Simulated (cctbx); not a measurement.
## Tb6Sc5Al3V3Fe with cctbx, script by script

Library: cctbx 2025.11. The data are simulated by the first script.

## 1. Simulate the data

run.py:

```python
from cctbx import adptbx, crystal, miller, sgtbx, xray
from cctbx.array_family import flex
from iotbx.shelx import hklf
from scitbx import matrix
import scitbx.random

cs = crystal.symmetry(unit_cell=(5.602, 5.704, 13.829, 90.05, 90.85, 119.02), space_group_symbol='Hall: -P 1')  # P-1
atoms = [  # label, site, U (iso, or U11 U22 U33 U12 U13 U23 in A^2), occupancy
    ("Tb1", (0.6498, 0.3245, 0.7059), (0.0098, 0.0138, 0.0139, 0.0064, -0.0020, -0.0050), 1),
    ("Tb2", (0.9967, 0.0035, 0.378), (0.0069, 0.0079, 0.0067, 0.0020, -0.0006, 0.0010), 1),
    ("Tb3", (0.3235, 0.6735, 0.0428), (0.0044, 0.0098, 0.0074, 0.0024, 0.0032, 0.0021), 1),
    ("Fe1", (0.5, 0.5, 0.5), (0.0121, 0.0140, 0.0266, 0.0049, -0.0019, 0.0057), 1),
    ("V1", (0.5, 0, 0.5), (0.0051, 0.0062, 0.0057, 0.0031, 0.0012, 0.0012), 1),
    ("V2", (0.8366, 0.1677, 0.1643), (0.0137, 0.0150, 0.0121, 0.0078, 0.0003, 0.0002), 1),
    ("Sc1", (0, 0.5, 0.5), (0.0085, 0.0131, 0.0150, 0.0037, -0.0020, 0.0022), 1),
    ("Sc2", (0.6565, 0.3138, 0.3392), (0.0120, 0.0208, 0.0093, 0.0099, 0.0003, -0.0009), 1),
    ("Sc3", (0.8313, 0.667, 0.1692), (0.0097, 0.0063, 0.0053, 0.0050, -0.0017, -0.0012), 1),
    ("Al1", (0.3315, 0.159, 0.1654), (0.0198, 0.0199, 0.0199, 0.0097, 0.0003, 0.0002), 1),
    ("Al2", (0, 0, 0), (0.0167, 0.0176, 0.0189, 0.0107, -0.0004, 0.0013), 1),
]
xs = xray.structure(crystal_symmetry=cs)
for label, site, u, occ in atoms:
    u = adptbx.u_cif_as_u_star(cs.unit_cell(), u) if isinstance(u, tuple) else u
    xs.add_scatterer(xray.scatterer(label, site=site, u=u, occupancy=occ))
xs.set_inelastic_form_factors(0.56087, "sasaki")
xs.show_summary()
p1 = xs.expand_to_p1()
ms = miller.build_set(p1, anomalous_flag=True, d_min=0.8)
flex.set_random_seed(849058)
scitbx.random.set_random_seed(849058)
ms = ms.select(flex.random_double(ms.size()) < 0.95)
i = ms.structure_factors_from_scatterers(p1, algorithm="direct").f_calc().as_intensity_array().data()
i = i * 20000 / flex.max(i)
sig = flex.sqrt(i + flex.pow2(0.02 * i) + 4 ** 2)
noise = scitbx.random.variate(scitbx.random.normal_distribution())(i.size())
data = ms.array(data=i + sig * noise, sigmas=sig).set_observation_type_xray_intensity()
with open("data.hkl", "w") as f:
    data.export_as_shelx_hklf(f)
print("reflections written:", data.size(), " <I/sigma> = %.1f" % flex.mean(data.data() / data.sigmas()))
for h, a, b in list(data.sort("data"))[:12]:
    print("%4d%4d%4d %9.1f %7.1f" % (h + (a, b)))
```

```console
$ python run.py
```

```text
Number of scatterers: 11
At special positions: 4
Unit cell: (5.602, 5.704, 13.829, 90.05, 90.85, 119.02)
Space group: P -1 (No. 2)
reflections written: 2977  <I/sigma> = 13.4
   2  -2  -8   20358.7   411.8
   2   2   0   20264.7   424.3
  -2  -2   0   20078.0   424.3
  -1   0  -4   19685.7   416.1
  -4   2   0   19407.2   409.9
   2  -4   0   19399.9   405.8
   0  -2   8   19342.0   417.0
   4  -2   0   19193.6   409.9
   2   0   8   18981.6   412.4
  -2   0  -8   18878.6   412.4
   0   2  -8   18759.0   417.0
   1   0   4   18747.7   416.1
```

It took 0.26 s on 1 thread of Arm Neoverse V2, with other jobs on the host, peak memory 0.07 GiB.

## 2. Refinement (right model, isotropic)

run.py:

```python
import math
from cctbx import adptbx, crystal, maptbx, sgtbx, xray
from cctbx.array_family import flex
from cctbx.xray import observations
from iotbx.shelx import hklf
from scitbx.lstbx import normal_eqns_solving
from smtbx import absolute_structure, utils
from smtbx.refinement import constraints, least_squares

cs = crystal.symmetry(unit_cell=(5.602, 5.704, 13.829, 90.05, 90.85, 119.02), space_group_symbol='Hall: -P 1')  # P-1
atoms = [  # label, site, U (iso, or U11 U22 U33 U12 U13 U23 in A^2), occupancy
    ("Tb1", (0.6448, 0.3185, 0.7057), 0.0200, 1),
    ("Tb2", (1.0118, 0.0023, 0.3759), 0.0200, 1),
    ("Tb3", (0.3208, 0.6702, 0.0467), 0.0200, 1),
    ("Fe1", (0.5, 0.5, 0.5), 0.0200, 1),
    ("V1", (0.5, 0, 0.5), 0.0200, 1),
    ("V2", (0.8403, 0.1551, 0.1644), 0.0200, 1),
    ("Sc1", (0, 0.5, 0.5), 0.0200, 1),
    ("Sc2", (0.6684, 0.3258, 0.3394), 0.0200, 1),
    ("Sc3", (0.8262, 0.6736, 0.1722), 0.0200, 1),
    ("Al1", (0.3346, 0.1719, 0.1618), 0.0200, 1),
    ("Al2", (0, 0, 0), 0.0200, 1),
]
xs = xray.structure(crystal_symmetry=cs)
for label, site, u, occ in atoms:
    u = adptbx.u_cif_as_u_star(cs.unit_cell(), u) if isinstance(u, tuple) else u
    xs.add_scatterer(xray.scatterer(label, site=site, u=u, occupancy=occ))
xs.set_inelastic_form_factors(0.56087, "sasaki")
raw = hklf.reader(file_name="data.hkl").as_miller_arrays(crystal_symmetry=cs, anomalous=True)[0]
merged = raw.eliminate_sys_absent().merge_equivalents()
fo2 = merged.array().set_observation_type_xray_intensity()
print("Rint %.3f, %d unique reflections to %.2f A" % (merged.r_int(), fo2.size(), fo2.d_min()))
for sc in xs.scatterers():
    sc.flags.set_grad_site(True)
    sc.flags.set_grad_u_aniso(sc.flags.use_u_aniso())
    sc.flags.set_grad_u_iso(sc.flags.use_u_iso())
obs = fo2.as_xray_observations()
extra = {}
rep = constraints.reparametrisation(xs, [], utils.connectivity_table(xs), **extra)
ls = least_squares.crystallographic_ls(obs, rep, weighting_scheme=least_squares.mainstream_shelx_weighting(a=0, b=0))
print("cycle     R1     wR2    GooF  max shift (A)")
for cycle in range(8):
    ls.build_up()
    r1, wr2, goof = ls.r1_factor(cutoff_factor=2)[0], ls.wR2(), ls.goof()
    old = xs.sites_cart()
    normal_eqns_solving.levenberg_marquardt_iterations(ls, n_max_iterations=3, tau=1e-06, step_threshold=1e-7)
    big = flex.max((xs.sites_cart() - old).norms())
    print("%4d %7.4f %7.4f %7.3f %9.5f" % (cycle + 1, r1, wr2, goof, big))
    ls.build_up(objective_only=True)
    if abs(ls.wR2() - wr2) < 5e-5 and big < 5e-4:
        break
ls.build_up()
print("final R1 %.4f wR2 %.4f GooF %.3f  parameters %d  data/parameter %.1f" % (ls.r1_factor(cutoff_factor=2)[0], ls.wR2(), ls.goof(), ls.n_parameters, fo2.size() / ls.n_parameters))
cov = ls.covariance_matrix_and_annotations()
su = dict(zip(cov.annotations, (math.sqrt(max(v, 0)) for v in cov.matrix.matrix_packed_u_diagonal())))
a2 = cs.unit_cell().reciprocal_parameters()[0] ** -2
print("atom        x        y        z      Ueq    occ   su(xyz)  su(Uiso or U11)")
for sc in xs.scatterers():
    s = max(su.get(sc.label + k, 0) for k in (".x", ".y", ".z"))
    npd = "" if sc.is_positive_definite_u(cs.unit_cell()) else "  NPD"
    print("%-5s %8.5f %8.5f %8.5f %8.4f %6.3f %8.5f %7.4f%s" % ((sc.label,) + sc.site + (sc.u_iso_or_equiv(cs.unit_cell()), sc.occupancy, s, su.get(sc.label + ".uiso", su.get(sc.label + ".u11", 0) * a2), npd)))
fo = fo2.f_sq_as_f()
fc = fo.structure_factors_from_scatterers(xs, algorithm="direct").f_calc()
diff = fo.f_obs_minus_f_calc(1 / math.sqrt(ls.scale_factor()), fc).average_bijvoet_mates()
m = diff.fft_map(symmetry_flags=maptbx.use_space_group_symmetry, resolution_factor=0.25).apply_volume_scaling()
print("difference map: max %.2f min %.2f rms %.2f" % (m.statistics().max(), m.statistics().min(), m.statistics().sigma()))
peaks = m.peak_search(parameters=maptbx.peak_search_parameters(min_distance_sym_equiv=0.6, max_clusters=6)).all()
near = xs.closest_distances(peaks.sites(), distance_cutoff=4)
sps = cs.special_position_settings(min_distance_sym_equiv=0.5)
for k, (x, h) in enumerate(zip(peaks.sites(), peaks.heights())):
    ss = sps.site_symmetry(x)
    print("Q%-3d %7.4f %7.4f %7.4f %4d %7.2f  %.2f A from %s" % ((k + 1,) + tuple(t % 1 for t in ss.exact_site()) + (ss.multiplicity(), h, near.smallest_distances[k], xs.scatterers()[near.i_seqs[k]].label)))
```

```console
$ python run.py
```

```text
Rint 0.016, 1569 unique reflections to 0.80 A
cycle     R1     wR2    GooF  max shift (A)
   1  0.3178  0.6596  16.715   0.09138
   2  0.0461  0.1012   2.566   0.00742
   3  0.0459  0.0998   2.530   0.00005
final R1 0.0459 wR2 0.0998 GooF 2.530  parameters 32  data/parameter 49.0
atom        x        y        z      Ueq    occ   su(xyz)  su(Uiso or U11)
Tb1    0.64966  0.32463  0.70596   0.0119  1.000  0.00013  0.0002
Tb2    0.99667  0.00363  0.37795   0.0078  1.000  0.00012  0.0002
Tb3    0.32360  0.67328  0.04281   0.0080  1.000  0.00012  0.0002
Fe1    0.50000  0.50000  0.50000   0.0178  1.000  0.00000  0.0006
V1     0.50000  0.00000  0.50000   0.0063  1.000  0.00000  0.0005
V2     0.83667  0.16744  0.16430   0.0124  1.000  0.00047  0.0004
Sc1    0.00000  0.50000  0.50000   0.0128  1.000  0.00000  0.0007
Sc2    0.65653  0.31384  0.33926   0.0138  1.000  0.00054  0.0005
Sc3    0.83133  0.66707  0.16916   0.0060  1.000  0.00046  0.0004
Al1    0.33238  0.15942  0.16487   0.0193  1.000  0.00094  0.0009
Al2    0.00000  0.00000  0.00000   0.0146  1.000  0.00000  0.0011
difference map: max 6.52 min -5.59 rms 0.52
Q1    0.3784  0.7487  0.2680    2    6.88  0.52 A from Tb1
Q2    0.3128  0.6037  0.3206    2    6.58  0.51 A from Tb1
Q3    0.3290  0.7473  0.0491    2    4.93  0.42 A from Tb3
Q4    0.5125  0.4605  0.4671    2    3.94  0.53 A from Fe1
Q5    0.0288  0.9392  0.3685    2    3.84  0.50 A from Tb2
Q6    0.3124  0.5808  0.0356    2    3.74  0.51 A from Tb3
```

Time: 0.5 s.

## 3. Refinement (right model, anisotropic)

run.py, as its changes from the last script of this kind:

```diff
@@ -12,11 +12,11 @@
-    ("Tb1", (0.6448, 0.3185, 0.7057), 0.0200, 1),
-    ("Tb2", (1.0118, 0.0023, 0.3759), 0.0200, 1),
-    ("Tb3", (0.3208, 0.6702, 0.0467), 0.0200, 1),
-    ("Fe1", (0.5, 0.5, 0.5), 0.0200, 1),
-    ("V1", (0.5, 0, 0.5), 0.0200, 1),
-    ("V2", (0.8403, 0.1551, 0.1644), 0.0200, 1),
-    ("Sc1", (0, 0.5, 0.5), 0.0200, 1),
-    ("Sc2", (0.6684, 0.3258, 0.3394), 0.0200, 1),
-    ("Sc3", (0.8262, 0.6736, 0.1722), 0.0200, 1),
-    ("Al1", (0.3346, 0.1719, 0.1618), 0.0200, 1),
-    ("Al2", (0, 0, 0), 0.0200, 1),
+    ("Tb1", (0.64966, 0.32463, 0.70596), 0.0119, 1),
+    ("Tb2", (0.99667, 0.00363, 0.37795), 0.0078, 1),
+    ("Tb3", (0.3236, 0.67328, 0.04281), 0.0080, 1),
+    ("Fe1", (0.5, 0.5, 0.5), 0.0178, 1),
+    ("V1", (0.5, 0, 0.5), 0.0063, 1),
+    ("V2", (0.83667, 0.16744, 0.1643), 0.0124, 1),
+    ("Sc1", (0, 0.5, 0.5), 0.0128, 1),
+    ("Sc2", (0.65653, 0.31384, 0.33926), 0.0138, 1),
+    ("Sc3", (0.83133, 0.66707, 0.16916), 0.0060, 1),
+    ("Al1", (0.33238, 0.15942, 0.16487), 0.0193, 1),
+    ("Al2", (0, 0, 0), 0.0146, 1),
@@ -28,0 +29 @@
+xs.convert_to_anisotropic()
```

```console
$ python run.py
```

```text
Rint 0.016, 1569 unique reflections to 0.80 A
cycle     R1     wR2    GooF  max shift (A)
   1  0.0459  0.0999   2.577   0.00865
   2  0.0163  0.0357   0.922   0.00002
final R1 0.0163 wR2 0.0357 GooF 0.922  parameters 87  data/parameter 18.0
atom        x        y        z      Ueq    occ   su(xyz)  su(Uiso or U11)
Tb1    0.64978  0.32445  0.70591   0.0122  1.000  0.00004  0.0001
Tb2    0.99669  0.00355  0.37802   0.0078  1.000  0.00004  0.0001
Tb3    0.32350  0.67356  0.04281   0.0076  1.000  0.00004  0.0001
Fe1    0.50000  0.50000  0.50000   0.0181  1.000  0.00000  0.0005
V1     0.50000  0.00000  0.50000   0.0058  1.000  0.00000  0.0005
V2     0.83667  0.16766  0.16436   0.0129  1.000  0.00017  0.0004
Sc1    0.00000  0.50000  0.50000   0.0124  1.000  0.00000  0.0006
Sc2    0.65643  0.31382  0.33924   0.0133  1.000  0.00019  0.0004
Sc3    0.83115  0.66685  0.16922   0.0066  1.000  0.00017  0.0004
Al1    0.33136  0.15936  0.16535   0.0203  1.000  0.00034  0.0008
Al2    0.00000  0.00000  0.00000   0.0165  1.000  0.00000  0.0010
difference map: max 0.82 min -0.74 rms 0.22
Q1    0.1262  0.9517  0.5530    2    0.84  1.28 A from Tb2
Q2    0.2957  0.6399  0.7556    2    0.83  1.34 A from Sc2
Q3    0.4234  0.6974  0.9695    2    0.82  1.14 A from Tb3
Q4    0.1318  0.1436  0.7630    2    0.77  1.37 A from Sc3
Q5    0.2521  0.7339  0.6141    2    0.75  0.94 A from Sc2
Q6    0.0400  0.7973  0.1915    2    0.72  1.08 A from Sc3
```

Time: 0.49 s.

## 4. Refinement

run.py, as its changes from the last script of this kind:

```diff
@@ -21,2 +21 @@
-    ("Al1", (0.33238, 0.15942, 0.16487), 0.0193, 1),
-    ("Al2", (0, 0, 0), 0.0146, 1),
+    ("Al1", (0, 0, 0), 0.0146, 1),
@@ -43 +42 @@
-for cycle in range(8):
+for cycle in range(12):
```

```console
$ python run.py
```

```text
Rint 0.016, 1569 unique reflections to 0.80 A
cycle     R1     wR2    GooF  max shift (A)
   1  0.1091  0.2211   5.690   0.01133
   2  0.0983  0.1937   4.984   0.00007
final R1 0.0983 wR2 0.1937 GooF 4.984  parameters 78  data/parameter 20.1
atom        x        y        z      Ueq    occ   su(xyz)  su(Uiso or U11)
Tb1    0.65049  0.32513  0.70614   0.0101  1.000  0.00024  0.0006
Tb2    0.99650  0.00371  0.37786   0.0064  1.000  0.00023  0.0006
Tb3    0.32394  0.67282  0.04275   0.0057  1.000  0.00023  0.0006
Fe1    0.50000  0.50000  0.50000   0.0159  1.000  0.00000  0.0026
V1     0.50000  0.00000  0.50000   0.0043  1.000  0.00000  0.0025
V2     0.83538  0.16739  0.16445   0.0107  1.000  0.00087  0.0021
Sc1    0.00000  0.50000  0.50000   0.0082  1.000  0.00000  0.0030
Sc2    0.65752  0.31521  0.33862   0.0123  1.000  0.00102  0.0023
Sc3    0.83118  0.66681  0.16921   0.0042  1.000  0.00087  0.0020
Al1    0.00000  0.00000  0.00000   0.0126  1.000  0.00000  0.0055
difference map: max 34.46 min -2.17 rms 1.12
Q1    0.3332  0.1603  0.1658    2   34.70  2.79 A from Al1
Q2    0.9982  0.0042  0.3840    2    8.08  0.09 A from Tb2
Q3    0.3067  0.6902  0.0434    2    7.35  0.17 A from Tb3
Q4    0.3697  0.7032  0.3026    2    6.40  0.19 A from Tb1
Q5    0.0059  0.4471  0.4992    2    2.92  0.32 A from Sc1
Q6    0.3460  0.6944  0.6549    2    2.14  0.10 A from Sc2
```

Time: 0.44 s.

This run holds a fault made on purpose: atom left out: Al1.

## 5. Refinement

run.py, as its changes from the last script of this kind:

```diff
@@ -14 +14 @@
-    ("Tb3", (0.3236, 0.67328, 0.04281), 0.0080, 1),
+    ("Ta1", (0.3236, 0.67328, 0.04281), 0.0080, 1),
@@ -21 +21,2 @@
-    ("Al1", (0, 0, 0), 0.0146, 1),
+    ("Al1", (0.33238, 0.15942, 0.16487), 0.0193, 1),
+    ("Al2", (0, 0, 0), 0.0146, 1),
```

```console
$ python run.py
```

```text
Rint 0.016, 1569 unique reflections to 0.80 A
cycle     R1     wR2    GooF  max shift (A)
   1  0.1006  0.2181   5.628   0.01397
   2  0.0367  0.0955   2.464   0.00018
final R1 0.0367 wR2 0.0955 GooF 2.464  parameters 87  data/parameter 18.0
atom        x        y        z      Ueq    occ   su(xyz)  su(Uiso or U11)
Tb1    0.65003  0.32475  0.70602   0.0091  1.000  0.00012  0.0003
Tb2    0.99641  0.00334  0.37791   0.0047  1.000  0.00011  0.0003
Ta1    0.32355  0.67352  0.04283   0.0131  1.000  0.00011  0.0003
Fe1    0.50000  0.50000  0.50000   0.0151  1.000  0.00000  0.0013
V1     0.50000  0.00000  0.50000   0.0032  1.000  0.00000  0.0013
V2     0.83653  0.16771  0.16460   0.0097  1.000  0.00045  0.0010
Sc1    0.00000  0.50000  0.50000   0.0094  1.000  0.00000  0.0016
Sc2    0.65716  0.31476  0.33914   0.0105  1.000  0.00050  0.0011
Sc3    0.83127  0.66676  0.16915   0.0033  1.000  0.00045  0.0010
Al1    0.33134  0.15947  0.16578   0.0170  1.000  0.00089  0.0021
Al2    0.00000  0.00000  0.00000   0.0131  1.000  0.00000  0.0027
difference map: max 3.56 min -3.25 rms 0.49
Q1    0.0006  0.0246  0.3969    2    3.74  0.28 A from Tb2
Q2    0.3519  0.6873  0.3163    2    3.63  0.31 A from Tb1
Q3    0.3875  0.7148  0.9667    2    1.85  1.11 A from Ta1
Q4    0.4325  0.9676  0.4853    2    1.55  0.39 A from V1
Q5    0.9848  0.4569  0.4727    2    1.52  0.43 A from Sc1
Q6    0.4776  0.5612  0.5025    2    1.40  0.43 A from Fe1
```

Time: 0.47 s.

This run holds a fault made on purpose: wrong element: Ta1 is Tb.

## 6. Refinement

run.py, as its changes from the last script of this kind:

```diff
@@ -14 +14 @@
-    ("Ta1", (0.3236, 0.67328, 0.04281), 0.0080, 1),
+    ("Tb3", (0.3236, 0.67328, 0.04281), 0.0080, 1),
@@ -28 +28 @@
-xs.set_inelastic_form_factors(0.56087, "sasaki")
+# no anomalous dispersion
```

```console
$ python run.py
```

```text
Rint 0.016, 1569 unique reflections to 0.80 A
cycle     R1     wR2    GooF  max shift (A)
   1  0.0476  0.1032   2.663   0.00876
   2  0.0168  0.0370   0.955   0.00003
final R1 0.0168 wR2 0.0370 GooF 0.955  parameters 87  data/parameter 18.0
atom        x        y        z      Ueq    occ   su(xyz)  su(Uiso or U11)
Tb1    0.64979  0.32445  0.70591   0.0125  1.000  0.00005  0.0001
Tb2    0.99670  0.00355  0.37802   0.0081  1.000  0.00004  0.0001
Tb3    0.32350  0.67356  0.04281   0.0079  1.000  0.00004  0.0001
Fe1    0.50000  0.50000  0.50000   0.0164  1.000  0.00000  0.0005
V1     0.50000  0.00000  0.50000   0.0043  1.000  0.00000  0.0005
V2     0.83668  0.16766  0.16436   0.0113  1.000  0.00018  0.0004
Sc1    0.00000  0.50000  0.50000   0.0109  1.000  0.00000  0.0006
Sc2    0.65642  0.31381  0.33925   0.0118  1.000  0.00019  0.0004
Sc3    0.83115  0.66685  0.16922   0.0052  1.000  0.00017  0.0004
Al1    0.33135  0.15932  0.16536   0.0195  1.000  0.00035  0.0008
Al2    0.00000  0.00000  0.00000   0.0158  1.000  0.00000  0.0011
difference map: max 0.81 min -0.77 rms 0.23
Q1    0.1237  0.9487  0.5540    2    0.83  1.27 A from Tb2
Q2    0.4239  0.6949  0.9714    2    0.80  1.12 A from Tb3
Q3    0.2966  0.6394  0.7568    2    0.80  1.36 A from Sc2
Q4    0.2535  0.7309  0.6169    2    0.79  0.90 A from Sc2
Q5    0.2413  0.8335  0.8423    2    0.78  0.44 A from V2
Q6    0.2950  0.9318  0.9499    2    0.77  1.71 A from V2
```

It took 0.49 s on 1 thread of Arm Neoverse V2, with other jobs on the host, peak memory 0.09 GiB.

This run holds a fault made on purpose: anomalous dispersion left out.

[Logs are printed without paths, hosts, clocks, repeated set-up lines and the standing remarks that a program may print on its own settings, such as how far it seeks lower states.]
